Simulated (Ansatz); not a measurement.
# 1T-PtSe2 bilayer (AB) in a perpendicular field

What dipole does a perpendicular field induce in the 1T-PtSe2 bilayer (AB), and does the gap follow? A positive field points along +c.

Program: Ansatz 0.2.0. Level of theory: plane-wave DFT, PBE-D3(BJ), Ansatz PAW. Results are calculated unless marked as measured.

## Step 1: Set-up

The cell holds 6 atoms: 4 Se and 2 Pt. Its edges and angles: a = 3.750 Å, b = 3.750 Å, c = 46.235 Å, α = 90.0°, β = 90.0°, γ = 120.0°. Regions: layer 1: 1T-PtSe2, 3 atoms (2 Se and 1 Pt); layer 2: 1T-PtSe2, 3 atoms (2 Se and 1 Pt). Vacuum lies along c.

## Step 2: Relaxing the slab

The starting cell is a guess, so the in-plane lattice and the atoms are relaxed first, with the slab cut off from its images along the normal.

The input, input.yaml:

```yaml
crystal:
  lattice:
    - [3.75, 0.0, 0.0]
    - [-1.875, 3.2475952642, 0.0]
    - [0.0, 0.0, 46.23543559]
  atoms:
    - { symbol: Se, position: [0.6666666667, 0.3333333333, 0.4174287482] }
    - { symbol: Pt, position: [0.0, 0.0, 0.4419523389] }
    - { symbol: Se, position: [0.3333333333, 0.6666666667, 0.4664759295] }
    - { symbol: Se, position: [0.0, 0.0, 0.5335240705] }
    - { symbol: Pt, position: [0.3333333333, 0.6666666667, 0.5580476611] }
    - { symbol: Se, position: [0.6666666667, 0.3333333333, 0.5825712518] }
  periodic: [true, true, false]
kpoints:
  mp_grid: { grid: [12, 12, 1] }
hamiltonian:
  xc: pbe
  dispersion: d3bj
scf:
  occupations: { method: fermi_dirac, width: 0.05 }
  convergence: { dr2_threshold: 1.0e-09 }
relax:
  f_tol: 0.004
  max_steps: 90
  cell: {}
output:
  write_potential: true
  write_density: true
  volumetric_format: npy
```

On the command line:

```sh
$ ansatz run input.yaml --threads 4 --pin off --max-ram 8192MiB --backend cpu --events-out ev --progress --plain --runs-dir out
```

Numbers of over 12 decimals in the logs are rounded to 6 here.

Output:

```text
Warning: relax.cell: scf.convergence.dr2_threshold = 1e-9 eV is looser than the 1.92920717431e-10 eV advised for a relaxation that steers and ends on the stress (1e-10 eV for each atom of the cell: 6, times the square of relax.cell.stress_2d_tol = 0.05 N/m over 17.6 Å (the atoms' height at the walk's start and 5 Å past either face), 2.835e-2 GPa, over a crystal's default 0.05). What an SCF threshold leaves in a stress goes as its square root, and in the free energy as the threshold itself, and one threshold admits the most on a small cell: [figures from the program's tests cut] Set scf.convergence.dr2_threshold to 1.92920717431e-10 eV or tighter. [rest of the remark cut]
Engine: ansatz 0.2.0, x86_64-unknown-linux-gnu
Pseudopotentials: kind: paw
Pseudopotential: Se, paw, valence charge 16, recommended cutoff 420 eV (normal), Se.paw.azcp
Pseudopotential: Pt, paw, valence charge 18, recommended cutoff 420 eV (normal), Pt.paw.azcp
Functional definition: PBE
  parameter kappa = 0.804
  parameter beta = 0.066725
  exchange = pbe_x(kappa = kappa, mu = beta*pi^2/3)
  correlation = pbe_c(beta = beta)
Crystal: 6 atoms, lattice volume = 563.077 Å³
Basis set: ecut = 420 eV, 11087 PW (Γ), exchange–correlation on 54×54×640 points (8 copies of the dense FFT grid, shifted against one another)
Bands: 60, of which v1, the nominal top of the filled ones, is band 50 counted from 1 (49 counted from 0)
Symmetry: 12 space group operations
Space group: P-3m1 (ITA 164), of the structure as read, at distance tolerance 8.3e-5 Å
k-points: 19 of 144
Non-local potential: Se, projectors of the file, l = 0: 2, l = 1: 2, l = 2: 3, l = 3: 1
Non-local potential: Pt, projectors of the file, l = 0: 3, l = 1: 2, l = 2: 2, l = 3: 1
PAW form: soft (Blöchl's): semilocal exchange-correlation on the pseudo side does not see the compensation charge
PAW one-centre angular grid: Se, 590 points (default); XC on 64 Gauss nodes
PAW one-centre angular grid: Pt, 590 points (default); XC on 64 Gauss nodes
Initial density: superposition of atomic densities (neutral atoms: chi_scale 0, normalization atom), corrected by the library's trained network
Initial wavefunctions: pseudopotential atomic-orbital guess
Functional: x = pbe(κ = 0.804, μ = 0.219515), c = pbe(β = 0.066725)
SCF iter   1: F=—  HF=-46926.148165 eV  |F-HF|=—  |Δ(HF+E_count)|=         —  Δρ=1.56e-3  dr2=3.42e-2  ethr=1.77e-3  ⟨swp⟩=14.5  Hψ=6671  notcnv=0  defer=14
preconditioner: auto → Resta (q_TF=auto, 2.045 Å⁻¹)  ε∞=2.1  [insulator: Δε(μ)=0.666 eV  Ē_g=10.021 eV  σ=0.050 eV  W_gap=1.00  n_scr=84 (ndim 8)  ℏωp=10.4 eV  f_vac=0.761  D(μ)=0.01/eV (n_scr^D=0)  ε∞_Penn≈2.1  vacuum switching on, ρ_ref=7.3e-3 e/Å³]
SCF iter   2: F=—  HF=-46926.133403 eV  |F-HF|=—  |Δ(HF+E_count)|=   1.48e-2  Δρ=1.10e-3  dr2=3.54e-2  ethr=3.42e-5  ⟨swp⟩=3.8  Hψ=2919  notcnv=0  defer=66
SCF iter   3: F=—  HF=-46926.131061 eV  |F-HF|=—  |Δ(HF+E_count)|=   2.34e-3  Δρ=6.02e-4  dr2=1.21e-2  ethr=3.42e-5  ⟨swp⟩=3.0  Hψ=1675  notcnv=0  defer=66
SCF iter   4: F=—  HF=-46926.130218 eV  |F-HF|=—  |Δ(HF+E_count)|=   8.42e-4  Δρ=2.76e-4  dr2=2.08e-3  ethr=1.21e-5  ⟨swp⟩=2.1  Hψ=1440  notcnv=0  defer=66
SCF iter   5: F=—  HF=-46926.130145 eV  |F-HF|=—  |Δ(HF+E_count)|=   7.39e-5  Δρ=7.13e-5  dr2=1.16e-4  ethr=2.08e-6  ⟨swp⟩=2.7  Hψ=1585  notcnv=0  defer=66
SCF iter   6: F=—  HF=-46926.130142 eV  |F-HF|=—  |Δ(HF+E_count)|=   2.90e-6  Δρ=2.53e-5  dr2=8.47e-6  ethr=1.16e-7  ⟨swp⟩=2.9  Hψ=1737  notcnv=0  defer=66
SCF iter   7: F=—  HF=-46926.130290 eV  |F-HF|=—  |Δ(HF+E_count)|=   1.49e-4  Δρ=1.19e-5  dr2=1.26e-6  ethr=8.47e-9  ⟨swp⟩=3.0  Hψ=1895  notcnv=0  defer=67
SCF iter   8: F=—  HF=-46926.130291 eV  |F-HF|=—  |Δ(HF+E_count)|=   1.88e-7  Δρ=2.36e-6  dr2=4.42e-8  ethr=1.26e-9  ⟨swp⟩=3.4  Hψ=2162  notcnv=0  defer=67
SCF iter   9: F=—  HF=-46926.130291 eV  |F-HF|=—  |Δ(HF+E_count)|=   8.49e-8  Δρ=9.27e-7  dr2=7.06e-9  ethr=4.42e-11  ⟨swp⟩=3.6  Hψ=2485  notcnv=0  defer=67
SCF iter  10: F=-46926.130291 eV  HF=-46926.130291 eV  |F-HF|=4.90e-9  |Δ(HF+E_count)|=   1.33e-8  Δρ=3.34e-7  dr2=7.73e-10  ethr=1.00e-12  ⟨swp⟩=10.2  Hψ=9288  notcnv=0
SCF 1 converged in 10 iterations: F = -46926.130291 eV  dr2 = 7.73e-10
  greatest PAW one-centre occupation: 1.000 electrons in one spin orbital (limit 2), on the Pt atom at site 4 (counted from 0), in its partial waves of l = 0
relax step   1: F+E_penalty+E_count = -46926.13029076 eV  Δ(F+E_penalty+E_count) = +0.000e0 eV  max|allowed force component| = 2.129e0 eV/Å  Δτ_max = 0.0000 Å  P = +10.723 N/m  Ω = 563.077 Å³  fix = [c, alpha, beta]  reactions: c +0.000 N/m  (10 SCF iters, accepted)
Crystal: 6 atoms, lattice volume = 565.296 Å³
Initial density: handed on by an earlier stage of this run
Initial wavefunctions: those handed on with the density
iter 1 solved again at ethr=1.25e-4 eV; its pass at ethr=3.10e-3 eV (dr2=1.25e-1 eV) is discarded
SCF iter   1: F=—  HF=-46926.785286 eV  |F-HF|=—  |Δ(HF+E_count)|=         —  Δρ=6.10e-3  dr2=1.27e-1  ethr=1.25e-4  ⟨swp⟩=4.5  Hψ=6307  notcnv=0
preconditioner: auto → LDOS  [insulator: Δε(μ)=0.462 eV  Ē_g=9.383 eV  σ=0.050 eV  W_gap=0.98  n_scr=84 (ndim 8)  ℏωp=10.4 eV  f_vac=0.752  D(μ)=0.06/eV (n_scr^D=2)  ε∞_Penn≈2.2  β→1.0]
SCF iter   2: F=—  HF=-46926.819878 eV  |F-HF|=—  |Δ(HF+E_count)|=   3.46e-2  Δρ=4.18e-3  dr2=2.63e-1  ethr=1.25e-4  ⟨swp⟩=4.5  Hψ=2871  notcnv=0  defer=4
preconditioner: auto → Resta (q_TF=auto, 2.044 Å⁻¹)  ε∞=2.2  [insulator: Δε(μ)=0.587 eV  Ē_g=9.282 eV  σ=0.050 eV  W_gap=0.99  n_scr=84 (ndim 8)  ℏωp=10.4 eV  f_vac=0.753  D(μ)=0.02/eV (n_scr^D=0)  ε∞_Penn≈2.2  vacuum switching on, ρ_ref=6.2e-3 e/Å³  β→0.5]
SCF iter   3: F=—  HF=-46926.768767 eV  |F-HF|=—  |Δ(HF+E_count)|=   5.11e-2  Δρ=1.72e-3  dr2=2.23e-2  ethr=1.25e-4  ⟨swp⟩=4.5  Hψ=2690  notcnv=0  defer=50
SCF iter   4: F=—  HF=-46926.767175 eV  |F-HF|=—  |Δ(HF+E_count)|=   1.59e-3  Δρ=5.91e-4  dr2=7.47e-3  ethr=2.23e-5  ⟨swp⟩=2.5  Hψ=1577  notcnv=0  defer=50
SCF iter   5: F=—  HF=-46926.767026 eV  |F-HF|=—  |Δ(HF+E_count)|=   1.49e-4  Δρ=3.44e-4  dr2=2.68e-3  ethr=7.47e-6  ⟨swp⟩=2.8  Hψ=1555  notcnv=0  defer=50
SCF iter   6: F=—  HF=-46926.766931 eV  |F-HF|=—  |Δ(HF+E_count)|=   9.56e-5  Δρ=1.83e-4  dr2=6.83e-4  ethr=2.68e-6  ⟨swp⟩=1.9  Hψ=1386  notcnv=0  defer=50
SCF iter   7: F=—  HF=-46926.766932 eV  |F-HF|=—  |Δ(HF+E_count)|=   1.65e-6  Δρ=4.80e-5  dr2=4.89e-5  ethr=6.83e-7  ⟨swp⟩=1.9  Hψ=1447  notcnv=0  defer=50
SCF iter   8: F=—  HF=-46926.766927 eV  |F-HF|=—  |Δ(HF+E_count)|=   5.17e-6  Δρ=8.65e-6  dr2=1.28e-6  ethr=4.89e-8  ⟨swp⟩=2.4  Hψ=1549  notcnv=0  defer=50
[...]
SCF iter   8: F=—  HF=-46926.808600 eV  |F-HF|=—  |Δ(HF+E_count)|=   2.20e-6  Δρ=1.34e-5  dr2=7.14e-6  ethr=2.74e-8  ⟨swp⟩=2.4  Hψ=1598  notcnv=0  defer=47
SCF iter   9: F=—  HF=-46926.808718 eV  |F-HF|=—  |Δ(HF+E_count)|=   1.18e-4  Δρ=2.85e-6  dr2=8.05e-8  ethr=7.14e-9  ⟨swp⟩=2.1  Hψ=1589  notcnv=0  defer=48
SCF iter  10: F=—  HF=-46926.808718 eV  |F-HF|=—  |Δ(HF+E_count)|=   1.82e-8  Δρ=5.69e-7  dr2=3.38e-9  ethr=8.05e-11  ⟨swp⟩=3.9  Hψ=2523  notcnv=0  defer=48
SCF iter  11: F=-46926.808718 eV  HF=-46926.808718 eV  |F-HF|=1.46e-9  |Δ(HF+E_count)|=   2.96e-9  Δρ=2.01e-7  dr2=2.61e-10  ethr=1.00e-12  ⟨swp⟩=11.9  Hψ=8359  notcnv=0
SCF 3 converged in 11 iterations: F = -46926.808718 eV  dr2 = 2.61e-10
relax step   3: F+E_penalty+E_count = -46926.80871798 eV  Δ(F+E_penalty+E_count) = -4.166e-2 eV  max|allowed force component| = 1.054e-1 eV/Å  Δτ_max = 0.1945 Å  P = -1.845 N/m  Ω = 557.842 Å³  energy of the carried Pulay correction = +2.577e-4 eV  fix = [c, alpha, beta]  reactions: c -0.000 N/m  (11 SCF iters, accepted)
[...]
relax step   4: F+E_penalty+E_count = -46926.82275706 eV  Δ(F+E_penalty+E_count) = -1.404e-2 eV  max|allowed force component| = 1.116e-1 eV/Å  Δτ_max = 0.0793 Å  P = +0.202 N/m  Ω = 552.435 Å³  energy of the carried Pulay correction = +5.265e-4 eV  fix = [c, alpha, beta]  reactions: c +0.000 N/m  (11 SCF iters, accepted)
[...]
relax step   5: F+E_penalty+E_count = -46926.82534562 eV  Δ(F+E_penalty+E_count) = -2.589e-3 eV  max|allowed force component| = 1.852e-3 eV/Å  Δτ_max = 0.0183 Å  P = +0.035 N/m  Ω = 550.256 Å³  energy of the carried Pulay correction = +6.355e-4 eV  fix = [c, alpha, beta]  reactions: c +0.000 N/m  (9 SCF iters, accepted)
[...]
relax step   6: F+E_penalty+E_count = -46926.82535604 eV  Δ(F+E_penalty+E_count) = -1.041e-5 eV  max|allowed force component| = 1.247e-3 eV/Å  Δτ_max = 0.0047 Å  P = +0.018 N/m  Ω = 550.461 Å³  energy of the carried Pulay correction = +6.252e-4 eV  fix = [c, alpha, beta]  reactions: c +0.000 N/m  (9 SCF iters, accepted)
Basis set: ecut = 420 eV, 10847 PW (Γ), exchange–correlation on 50×50×640 points (8 copies of the dense FFT grid, shifted against one another)
Initial wavefunctions: pseudopotential atomic-orbital guess (no wavefunctions were taken with the density)
iter 1 solved again at ethr=6.55e-7 eV; its pass at ethr=3.10e-3 eV (dr2=6.55e-4 eV) is discarded
SCF iter   1: F=—  HF=-46926.824646 eV  |F-HF|=—  |Δ(HF+E_count)|=         —  Δρ=2.01e-5  dr2=3.57e-7  ethr=6.55e-7  ⟨swp⟩=6.3  Hψ=10754  notcnv=0
eigensolver tolerance schedule: the retry pair's looser diagonalisation over-reported the residual by 1831.25 of it (diagonalisation noise at 0.63 of the residual, at the tolerance the schedule requests for it); recorded, not acted on — ethr = c·dr2/N_el stays at c = 1.0e-1
preconditioner: auto → Resta (q_TF=auto, 2.053 Å⁻¹)  ε∞=2.2  [insulator: Δε(μ)=0.661 eV  Ē_g=9.523 eV  σ=0.050 eV  W_gap=1.00  n_scr=84 (ndim 8)  ℏωp=10.5 eV  f_vac=0.748  D(μ)=0.01/eV (n_scr^D=0)  ε∞_Penn≈2.2  vacuum switching on, ρ_ref=6.6e-3 e/Å³]
SCF iter   2: F=—  HF=-46926.824778 eV  |F-HF|=—  |Δ(HF+E_count)|=   1.32e-4  Δρ=9.88e-6  dr2=1.13e-7  ethr=3.57e-10  ⟨swp⟩=5.0  Hψ=3703  notcnv=0
SCF iter   3: F=—  HF=-46926.824778 eV  |F-HF|=—  |Δ(HF+E_count)|=   7.91e-8  Δρ=4.87e-6  dr2=1.98e-7  ethr=1.13e-10  ⟨swp⟩=2.9  Hψ=2466  notcnv=0
SCF iter   4: F=—  HF=-46926.824778 eV  |F-HF|=—  |Δ(HF+E_count)|=   3.03e-8  Δρ=1.37e-6  dr2=8.27e-9  ethr=1.13e-10  ⟨swp⟩=3.2  Hψ=1880  notcnv=0
SCF iter   5: F=—  HF=-46926.824778 eV  |F-HF|=—  |Δ(HF+E_count)|=   2.23e-9  Δρ=8.14e-7  dr2=1.96e-8  ethr=8.27e-12  ⟨swp⟩=3.2  Hψ=1871  notcnv=0
SCF iter   6: F=-46926.824778 eV  HF=-46926.824778 eV  |F-HF|=8.80e-10  |Δ(HF+E_count)|=  5.31e-10  Δρ=2.15e-7  dr2=1.28e-10  ethr=1.00e-12  ⟨swp⟩=17.4  Hψ=9428  notcnv=0
SCF 7 converged in 6 iterations: F = -46926.824778 eV  dr2 = 1.28e-10
relax step   7: F+E_penalty+E_count = -46926.82477785 eV  Δ(F+E_penalty+E_count) = +5.782e-4 eV  max|allowed force component| = 1.332e-3 eV/Å  Δτ_max = 0.0000 Å  P = +0.016 N/m  Ω = 550.461 Å³  fix = [c, alpha, beta]  reactions: c +0.000 N/m  stress off target by 1.61e-2 N/m on what of the cell is left free  SCF on the basis re-selected at this cell (its energy is not comparable with the rows above)  (6 SCF iters)
basis re-selected at this cell: Δ(F+E_penalty+E_count) = +5.782e-4 eV, ΔP = -0.002 N/m vs the last step (what re-selecting the basis moved, of the pressure what is left beyond the Pulay correction that the steps carried, after the strain that the cell walked since its last selection, with what the two solves' SCF thresholds leave and, on support functions, any second-order correction that the steps lacked; it is no measure of the basis error at this ecutwfc). The dense FFT grid was sized anew with the basis: this SCF ran on 25×25×320 points, the steps before it on 27×27×320, so part of this shift can come from that change (see relax.cell in the input reference). [rest of the remark cut]
SCF converged after 6 iterations
Free energy (F): -46926.824778 eV
Harris-Foulkes:  -46926.824778 eV  (|F-HF|=8.80e-10)
Internal energy: -46926.824622 eV  (E = F + TS)
E sigma→0 (E₀):  -46926.824700 eV
Entropy (-TS):   -0.000156 eV (-0.026 meV/atom)
Fermi energy:    -4.816803 eV
--- Per-component energies (eV) ---
  E_band       = -3696.150571
  E_kinetic    = 1747.530719
  E_local      = -629510.068055  (includes V_loc(G=0)·N_el)
  E_nonlocal   = -1981.760621
  E_hartree    = 313376.083022
  E_xc         = -940.143727
  E_vxc        = -998.058303  (∫ρ·V_xc dr)
  E_paw        = -26555.411674  (= ΣΔE_a)
  E_vpaw       = 294.038172  (= ΣTr[D̂ρ^β])
  E_aug_tail   = -0.001959  (compensation charges beyond the density's cutoff)
  E_ewald      = 296939.126927
  E_disp       = -2.179255  (pairwise vdW)
  E_smearing   = -0.000156  (= −TS)
  E_closure    = -0.000000  (closes the sum)
  Σ components = -46926.824778   (vs F -46926.824778, Δ=0.00e0)
--- Forces (eV/Å), atoms counted from 1 ---
  atom   1  Se     0.00000000     0.00000000    -0.00133176
  atom   2  Pt    -0.00000000    -0.00000000     0.00016862
  atom   3  Se    -0.00000000    -0.00000000     0.00079971
  atom   4  Se     0.00000000     0.00000000    -0.00079971
  atom   5  Pt     0.00000000     0.00000000    -0.00016862
  atom   6  Se    -0.00000000    -0.00000000     0.00133176
  max |Σ_I F_I| component: 4.63e-18 eV/Å
--- 2D stress c σ (N/m, compression-positive) ---
        0.016069       0.000000       0.000000
        0.000000       0.016069       0.000000
        0.000000       0.000000       0.000000
  P = ½ c Tr σ = 0.0161 N/m
--- Band table (eV; the first three rows and the last of 19) ---
  k-point 0: bands = [... 46 lower, -5.7627, -5.6232, -5.6232, -5.5056, -2.7882, -2.7882, -2.6604, -2.6604, ... 6 higher]
  k-point 1: bands = [... 46 lower, -5.7627, -5.7336, -5.6142, -5.2176, -3.2962, -3.1282, -2.9185, -2.7563, ... 6 higher]
  k-point 2: bands = [... 46 lower, -5.8666, -5.8402, -5.6758, -5.2342, -4.0880, -3.7928, -3.1488, -2.9366, ... 6 higher]
  k-point 18: bands = [... 46 lower, -6.7158, -6.6128, -6.6128, -6.6123, -4.2746, -3.9145, -3.9145, -3.5465, ... 6 higher]
  the weakly bound empty levels are not read free of the cell's end (no_gap_told)
--- Relaxed structure (6 steps of the walk, 6 accepted, 1 SCFs on fresh bases) ---
  F+E_penalty+E_count = -46926.82477785 eV   max|allowed force component| = 1.332e-3 eV/Å   (the final SCF, on the basis selected at the relaxed cell)
  cell:  # Å, volume = 550.4614 Å³
    - [3.707752, 0, 0]
    - [-1.853876, 3.211007, 0]
    - [0, 0, 46.23543559]
  atoms:
    - { symbol: Se, position: [0.666667, 0.333333, 0.411134] }
    - { symbol: Pt, position: [-9.630686336397418e-19, 0, 0.439842] }
    - { symbol: Se, position: [0.333333, 0.666667, 0.468375] }
    - { symbol: Se, position: [-8.66294824042609e-19, 0, 0.531625] }
    - { symbol: Pt, position: [0.333333, 0.666667, 0.560158] }
    - { symbol: Se, position: [0.666667, 0.333333, 0.588866] }
```

Wall time 50 s (4 threads of Intel Xeon Platinum 8488C (Sapphire Rapids), shared host); peak memory 1.4 GiB.

Step by step:

| step | energy less that of the first step (eV) | largest force component (eV/Å) | volume (Å³) |
| --- | --- | --- | --- |
| 1 | 0.0000 | 2.1290 | 563.08 |
| 2 | -0.6368 | 0.4431 | 565.30 |
| 3 | -0.6784 | 0.1054 | 557.84 |
| 4 | -0.6925 | 0.1116 | 552.43 |
| 5 | -0.6951 | 0.0019 | 550.26 |
| 6 | -0.6951 | 0.0012 | 550.46 |
| 7* | -0.6945 | 0.0013 | 550.46 |

Relaxation steps marked * repeat the geometry before them on a plane-wave basis chosen anew for their cell, so energy and pressure can jump there.

The run keeps the 12 symmetry operations that it works with, so distortions that break them were not tested.

| cell as run | before | after | change |
| --- | --- | --- | --- |
| a (Å) | 3.750 | 3.708 | -1.1 % |
| b (Å) | 3.750 | 3.708 | -1.1 % |

The atoms that moved most (Å, along periodic axes as changes of fractional coordinates times the final cell, across vacuum about the mean position):

| atom | dx | dy | dz | length |
| --- | --- | --- | --- | --- |
| Se1 | 0.000 | 0.000 | -0.291 | 0.291 |
| Se6 | 0.000 | 0.000 | 0.291 | 0.291 |
| Pt2 | 0.000 | 0.000 | -0.098 | 0.098 |
| Pt5 | 0.000 | 0.000 | 0.098 | 0.098 |
| Se3 | 0.000 | 0.000 | 0.088 | 0.088 |
| Se4 | 0.000 | 0.000 | -0.088 | 0.088 |

The relaxed structure:

```xyz
6
Lattice="3.7078 0.0000 0.0000 -1.8539 3.2110 0.0000 0.0000 0.0000 46.2354" Properties=species:S:1:pos:R:3
Se    1.8539    1.0703   19.0090
Pt    0.0000    0.0000   20.3363
Se    0.0000    2.1407   21.6555
Se    0.0000    0.0000   24.5799
Pt    0.0000    2.1407   25.8992
Se    1.8539    1.0703   27.2265
```

Numbers from this step:

```
energy at zero smearing : -46926.8247 eV
```

The lattice constant a goes from 3.750 to 3.708 Å.

(Continued in part 2 of 3.)

[Logs are printed without paths, hosts, clocks, repeated set-up lines and the standing remarks that a program may print on its own settings, such as how far it seeks lower states.]

[Hosts, paths, dates, database ids (printed as entryN), source tags and the programs' standing remarks are cut or masked in the printed files.]

[Maps of the electrostatic potential energy from Ansatz leave out the sawtooth potential of an applied field or a dipole correction, so their vacuum need not be flat; planar profiles and work functions include it.]
